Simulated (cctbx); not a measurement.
# Ba2NdGaTe5: as given, inverted or twinned?

Space group Cmc2_1 (no. 36), a = 4.4380 Å, b = 20.1420 Å, c = 14.0200 Å, α = 90.00°, β = 90.00°, γ = 90.00°.

| atom | mult. | x | y | z | Ueq (Å²) |
| --- | --- | --- | --- | --- | --- |
| Nd1 | 4 | 1/2 | 0.2941 | 0.4831 | 0.0063 |
| Ba1 | 4 | 1/2 | 0.3796 | 0.8177 | 0.0099 |
| Ba2 | 4 | 1/2 | 0.3719 | 0.1819 | 0.0142 |
| Te1 | 4 | 1/2 | 0.4526 | 0.4660 | 0.0123 |
| Te2 | 4 | 0 | 0.4974 | 0.2365 | 0.0100 |
| Te3 | 4 | 1/2 | 0.1849 | 0.1301 | 0.0106 |
| Te4 | 4 | 1/2 | 0.2077 | 0.8369 | 0.0101 |
| Te5 | 4 | 1/2 | 0.1485 | 0.4995 | 0.0114 |
| Ga1 | 4 | 1/2 | 0.0577 | 0.0771 | 0.0172 |

The model is made up (kin elements in a known structure type, no relaxation), so it says nothing on whether the phase exists.

Data sets are simulated with cctbx and refined with Bijvoet mates kept apart; Flack x is then fitted as the share of an inverted twin with the atoms fixed, Hooft y from the Bijvoet differences. The group is acentric but holds improper operations, so there is an absolute structure (orientation) and no hand.

Untwinned crystal. What Flack and Hooft values should come out?

| λ (Å) | extinction (unmodelled) | d min (Å) | top counts | error (%) | model | R1 | Flack x | s.u. | Hooft y | s.u. | pairs |
| --- | --- | --- | --- | --- | --- | --- | --- | --- | --- | --- | --- |
| 0.71073 | 0 | 0.77 | 40000 | 2 | as given | 0.0114 | -0.029 | 0.019 | 0.014 | 0.020 | 774 |
| 0.71073 | 0 | 0.77 | 40000 | 2 | inverted | 0.0191 | 1.027 | 0.019 | 0.988 | 0.020 | 774 |
| 1.54184 | 0 | 0.83 | 20000 | 3 | as given | 0.0153 | 0.017 | 0.006 | 0.017 | 0.007 | 622 |

With Mo Kα, x is within 3 s.u. of 0, so the absolute structure is right. With Cu Kα, x is within 3 s.u. of 0, so the absolute structure is right. Inverting the model turns x into about 1 − x.

A further crystal gives:

```
  λ (Å)  extinction (unmodelled)  d min (Å)  top counts  error (%)     model      R1  Flack x   s.u.  Hooft y   s.u.  pairs
1.54184                        0       0.83        5000          6  as given  0.0423    0.495  0.014    0.504  0.016    620
```

**Question.** What is it?

It was simulated as an inversion twin with a fraction 0.5 of the inverted domain. Flack x is over 3 s.u. from both 0 and 1 and reads that fraction.

[Logs are printed without paths, hosts, clocks, repeated set-up lines and the standing remarks that a program may print on its own settings, such as how far it seeks lower states.]
